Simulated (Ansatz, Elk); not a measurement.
# How Ba2PF (model structure) absorbs and reflects light, part 3 of 3

Aim: the dielectric function of Ba2PF (model structure), and the optical constants that follow from it. The cell was made here by substitution or stacking, whether or not such a phase is known. It was built so: All Cl replaced by F and N replaced by P in the R-3m structure of Ba2NCl. The cell is first relaxed with Ansatz.

Elk 11.2.3 (patched build); DFT, PBE, all-electron APW+lo, Dirac cores, scalar-relativistic bands, independent-particle optical response without local fields.

So far. Step 3 (Ground state): There is a gap, 1.14 eV on this mesh (points off the mesh can give less), so no carriers' term is needed.

### Step 4. Independent particles

The spectrum is a sum over vertical transitions between filled and empty bands at the fixed density, so many empty bands are needed.

This step: DFT, PBE, all-electron APW+lo, Dirac cores, scalar-relativistic bands, independent-particle optical response without local fields (Elk 11.2.3 (patched build)).

The input, elk.in:

```
tasks
  121

optcomp
  1 1
  3 3

xctype
  20

nempty
  14

lorbcnd
  .true.

rgkmax
  7.0

swidth
  0.0036749

wplot
  400 100 0
  0.0 0.80849

sppath
  './'

avec
  4.262467898847 2.460936988780 12.849335537145
  -4.262467898847 2.460936988780 12.849335537145
  0.000000000000 -4.921873977655 12.849335537127

atoms
  3
  'Ba.in'
  2
  0.748134231900 0.748134231900 0.748134231900   0.000 0.000 0.000
  0.251865768100 0.251865768100 0.251865768100   0.000 0.000 0.000
  'P.in'
  1
  0.500000000000 0.500000000000 0.500000000000   0.000 0.000 0.000
  'F.in'
  1
  0.000000000000 0.000000000000 0.000000000000   0.000 0.000 0.000

ngridk
  8 8 8
```

Command:

```console
OMP_NUM_THREADS=4 elk
```

The log of the run:

```text
┌─────────────────────────────────┐
│ Elk code version 11.2.3 started │
└─────────────────────────────────┘

Info(readinput): the functional depends on the density's gradient
 muffin-tin radial points multiplied by    2.00000
 (not where nrmtscf is given)

┌────────────────────┐
│ Current task : 121 │
└────────────────────┘

Info(findsymcrys): atomic basis shift (lattice) :
  0.5000000000      0.5000000000      0.5000000000
See GEOMETRY.OUT for new atomic positions

Info(dielectric):
 dielectric tensor written to EPSILON_ij.OUT
 optical conductivity written to SIGMA_ij.OUT
 for components
  i = 1, j = 1
  i = 3, j = 3

┌──────────────────┐
│ Elk code stopped │
└──────────────────┘
```

The job ended after 5.6 s (4 threads of Arm Neoverse V2, shared host; peak memory 0.07 GiB).

Read from the output:

| Property | Result |
| --- | --- |
| electronic dielectric constant ε∞, mean of the axes | 6.975 |
| main peak of Im epsilon, first axis | 5.077 eV |

The Im ε has structure finer than the step of the table below, so its rows give means over 0.5 eV. Peaks (eV: height): E ∥ x 2.48: 4.78, 5.06: 5.54, 16.67: 2.60; E ∥ z 3.30: 10.0, 6.55: 4.65, 15.68: 2.76.

Values under the direct gap are tails of Lorentzian lines. Im ε against photon energy; means over each step:

```
photon energy (eV)   E ∥ x   E ∥ z
               0.5  0.0989  0.0653
               1.0   0.683   0.214
               1.5    2.56    1.23
               2.0    3.61    2.55
               2.5    4.42    6.39
               3.0    4.05    8.69
               3.5    5.07    8.17
               4.0    4.76    4.74
               4.5    5.14    5.22
               5.0    5.39    4.47
               5.5    5.06    3.41
               6.0    5.07    3.62
               6.5    4.68    4.23
               7.0    3.32    2.81
               7.5    2.12    2.31
               8.0    1.94    1.62
               8.5    1.32    1.17
               9.0    1.20    1.06
               9.5   0.977   0.977
              10.0    1.13   0.944
              10.5    1.10    1.08
              11.0   0.773   0.815
              11.5   0.718   0.721
              12.0   0.841   0.758
              12.5   0.737   0.912
              13.0   0.715   0.745
              13.5   0.821   0.941
              14.0    1.46    1.52
              14.5    1.80    2.01
              15.0    1.54    2.10
              15.5    1.88    2.58
              16.0    1.86    2.27
              16.5    2.40    2.15
              17.0    2.20    1.87
              17.5    1.86    1.62
              18.0    2.03    1.77
              18.5    2.17    1.79
              19.0    1.69    1.62
              19.5    1.44    1.46
              20.0    1.08   0.861
              20.5   0.863   0.763
              21.0   0.761   0.739
              21.5   0.656   0.724
```

Table of Re ε by photon energy:

| photon energy (eV) | E ∥ x | E ∥ z |
| --- | --- | --- |
| 0.0 | 6.93 | 7.06 |
| 0.5 | 7.14 | 7.21 |
| 1.0 | 8.12 | 7.77 |
| 1.5 | 7.88 | 8.99 |
| 2.0 | 6.80 | 9.72 |
| 2.5 | 5.82 | 9.40 |
| 3.0 | 5.80 | 6.72 |
| 3.5 | 4.88 | 1.20 |
| 4.0 | 3.95 | 1.58 |
| 4.5 | 3.47 | 2.10 |
| 5.0 | 2.68 | -0.217 |
| 5.5 | 1.88 | 1.15 |
| 6.0 | 1.16 | 1.09 |
| 6.5 | -0.203 | 0.640 |
| 7.0 | -0.801 | -0.0560 |
| 7.5 | -0.510 | -0.379 |
| 8.0 | -0.339 | -0.565 |
| 8.5 | 0.0281 | 0.274 |
| 9.0 | 0.235 | 0.466 |
| 9.5 | 0.458 | 0.682 |
| 10.0 | 0.816 | 0.920 |
| 10.5 | 0.699 | 0.989 |
| 11.0 | 0.646 | 0.775 |
| 11.5 | 1.18 | 1.18 |
| 12.0 | 1.19 | 1.41 |
| 12.5 | 1.23 | 1.38 |
| 13.0 | 1.46 | 1.52 |
| 13.5 | 1.93 | 2.09 |
| 14.0 | 2.05 | 2.10 |
| 14.5 | 1.53 | 2.02 |
| 15.0 | 1.43 | 1.43 |
| 15.5 | 1.42 | 1.39 |
| 16.0 | 1.38 | 0.579 |
| 16.5 | 1.26 | 0.472 |
| 17.0 | 0.441 | 0.280 |
| 17.5 | 0.621 | 0.419 |
| 18.0 | 0.522 | 0.394 |
| 18.5 | -0.0293 | -0.0347 |
| 19.0 | -0.285 | 0.0713 |
| 19.5 | -0.427 | -0.461 |
| 20.0 | -0.498 | -0.393 |
| 20.5 | -0.215 | -0.0428 |
| 21.0 | -0.222 | -0.0686 |
| 21.5 | -0.221 | -0.0511 |

Refractive index n and extinction k against photon energy:

| photon energy (eV) | n, E ∥ x | k, E ∥ x | n, E ∥ z | k, E ∥ z |
| --- | --- | --- | --- | --- |
| 0 | 2.63 | 0 | 2.66 | 0 |
| 1 | 2.85 | 0.0804 | 2.79 | 0.0337 |
| 2 | 2.68 | 0.629 | 3.14 | 0.333 |
| 3 | 2.53 | 0.764 | 2.98 | 1.48 |
| 4 | 2.24 | 1.04 | 1.79 | 1.27 |
| 5 | 2.09 | 1.31 | 1.46 | 1.53 |
| 6 | 1.76 | 1.39 | 1.55 | 1.14 |
| 7 | 1.14 | 1.45 | 1.09 | 1.11 |
| 8 | 0.923 | 1.09 | 0.725 | 1.04 |
| 9 | 0.854 | 0.703 | 0.895 | 0.579 |
| 10 | 1.06 | 0.548 | 1.06 | 0.441 |
| 11 | 0.905 | 0.416 | 0.968 | 0.403 |
| 12 | 1.15 | 0.368 | 1.23 | 0.302 |
| 13 | 1.24 | 0.293 | 1.26 | 0.282 |
| 14 | 1.52 | 0.502 | 1.53 | 0.501 |
| 15 | 1.32 | 0.548 | 1.41 | 0.744 |
| 16 | 1.35 | 0.671 | 1.19 | 0.910 |
| 17 | 1.17 | 0.958 | 1.02 | 0.876 |
| 18 | 1.15 | 0.895 | 1.04 | 0.829 |
| 19 | 0.830 | 0.987 | 0.925 | 0.886 |
| 20 | 0.585 | 0.917 | 0.503 | 0.804 |
| 21 | 0.527 | 0.707 | 0.582 | 0.638 |

The reflectivity at normal incidence has structure finer than the step of the table below, so its rows give means over 0.5 eV. Peaks (eV: height): E ∥ x 1.76: 25.4, 6.77: 34.8, 17.11: 17.0, 20.02: 30.4, 21.56: 27.5; E ∥ z 3.36: 37.8, 4.95: 31.7, 6.71: 34.1, 7.32: 29.2, 7.98: 29.5, 15.79: 17.6, 19.86: 33.7.

The reflectivity at normal incidence by photon energy; means over each step:

| photon energy (eV) | E ∥ x (%) | E ∥ z (%) |
| --- | --- | --- |
| 0.5 | 20.8 | 20.9 |
| 1.0 | 23.3 | 22.4 |
| 1.5 | 24.3 | 25.1 |
| 2.0 | 24.0 | 27.4 |
| 2.5 | 23.9 | 31.5 |
| 3.0 | 22.5 | 33.9 |
| 3.5 | 24.4 | 35.7 |
| 4.0 | 23.0 | 25.0 |
| 4.5 | 24.2 | 25.8 |
| 5.0 | 25.6 | 28.0 |
| 5.5 | 25.5 | 20.2 |
| 6.0 | 27.4 | 20.3 |
| 6.5 | 31.4 | 27.8 |
| 7.0 | 32.9 | 26.1 |
| 7.5 | 27.5 | 26.0 |
| 8.0 | 24.0 | 25.0 |
| 8.5 | 18.5 | 13.7 |
| 9.0 | 13.1 | 9.26 |
| 9.5 | 7.94 | 6.39 |
| 10.0 | 6.65 | 4.68 |
| 10.5 | 7.25 | 5.58 |
| 11.0 | 4.85 | 4.19 |
| 11.5 | 2.62 | 2.57 |
| 12.0 | 3.31 | 2.89 |
| 12.5 | 2.68 | 3.78 |
| 13.0 | 2.80 | 3.17 |
| 13.5 | 4.27 | 5.27 |
| 14.0 | 7.54 | 8.03 |
| 14.5 | 9.34 | 10.5 |
| 15.0 | 7.70 | 11.2 |
| 15.5 | 9.93 | 14.7 |
| 16.0 | 9.92 | 15.8 |
| 16.5 | 14.1 | 16.1 |
| 17.0 | 16.6 | 16.5 |
| 17.5 | 13.7 | 13.5 |
| 18.0 | 15.1 | 14.6 |
| 18.5 | 21.0 | 19.1 |
| 19.0 | 23.4 | 18.8 |
| 19.5 | 25.7 | 26.5 |
| 20.0 | 29.2 | 30.2 |
| 20.5 | 25.1 | 20.7 |
| 21.0 | 25.2 | 19.3 |
| 21.5 | 26.3 | 19.0 |

Values under the direct gap are tails of Lorentzian lines. The loss function −Im 1/ε at q → 0 by energy loss; read off at these points:

```
energy loss (eV)    E ∥ x    E ∥ z
             0.0        0        0
             1.0  0.00692  0.00311
             2.0   0.0586   0.0211
             3.0   0.0794   0.0717
             4.0    0.125    0.196
             5.0    0.148    0.224
             6.0    0.193    0.257
             7.0    0.286    0.413
             8.0    0.483    0.583
             8.4    0.765    0.890
             9.0    0.803    0.802
             9.2    0.865    0.773
            10.0    0.577    0.543
            11.0    0.766    0.645
            12.0    0.396    0.291
            13.0    0.275    0.253
            14.0    0.233    0.227
            15.0    0.350    0.325
            16.0    0.349    0.432
            17.0    0.431    0.544
            18.0    0.457    0.551
            19.0    0.593    0.609
            20.0    0.767     1.00
            21.0     1.23     1.34
```

From ε follow the optical constants at some laser lines:

```csv
wavelength (nm),n x,k x,R (%) x,1/α x,n z,k z,R (%) z,1/α z
1550,2.75,0.039,21.8,3.2 µm,2.73,0.022,21.6,5.6 µm
1064,2.96,0.215,24.8,393 nm,2.85,0.054,23.1,1.6 µm
800,2.82,0.450,23.8,142 nm,3.03,0.214,25.6,297 nm
532,2.72,0.797,24.8,53 nm,3.34,0.802,31.4,53 nm
405,2.56,0.805,23.1,40 nm,2.95,1.542,34.4,21 nm
365,2.42,1.028,24.1,28 nm,2.38,1.954,37.6,15 nm
248,2.09,1.305,25.7,15 nm,1.46,1.529,30.4,13 nm
```

Below the direct gap, k and the depth come from the tails of the Lorentzian lines, not from transitions.

Rows near the edge hang on the gap, which this functional as a rule makes too small, and phonon-assisted absorption over an indirect gap is left out.

### Step 5. Outcome

```json
{
  "electronic dielectric constant ε∞, mean of the axes (independent particles)": "6.98",
  "main peak of Im epsilon, first axis": "5.08 eV"
}
```

In words: At this level (PBE, independent particles) Ba2PF has a mean ε∞ = 6.98 and n = 2.75 at 1550 nm (E ∥ x), and Im ε peaks at 5.1 eV (E ∥ x). The cell grew by 10.3 % in volume. On the mesh the gap is 1.14 eV and the least direct gap 1.19 eV. Im ε has its chief maxima at 3.33 eV (5.2), 3.68 eV (5.3), 5.08 eV (5.5) and 6.12 eV (5.3) for E ∥ x. The static values by axis are 6.93 (x), 7.06 (z). Excitons and phonon-assisted transitions are missing, and so are local fields; PBE gaps are as a rule too small, which pulls the onset down and ε∞ up. Spin-orbit coupling is left out although heavy atoms are present. Not shown from this task: 3 steps that ran out of time.

[Long decimals in the printed logs are rounded to 6 places.]

[Machine, clock and banner lines and Python warnings are left out of the logs.]

[Logs are printed without paths, hosts, clocks, repeated set-up lines and the standing remarks that a program may print on its own settings, such as how far it seeks lower states.]

[Hosts, paths, dates, database ids (printed as entryN), source tags and the programs' standing remarks are cut or masked in the printed files.]

[Where Elk ran, warnings of its patched build on accuracy (core leakage, angular cutoffs, spin-orbit splittings, empty states, lower magnetic states) are left out.]

[Where the starting crystal was built by hand or by swapping elements, it need not be the compound's stable phase.]

[The count of steps not shown may lack steps that the program refused or didn't finish.]
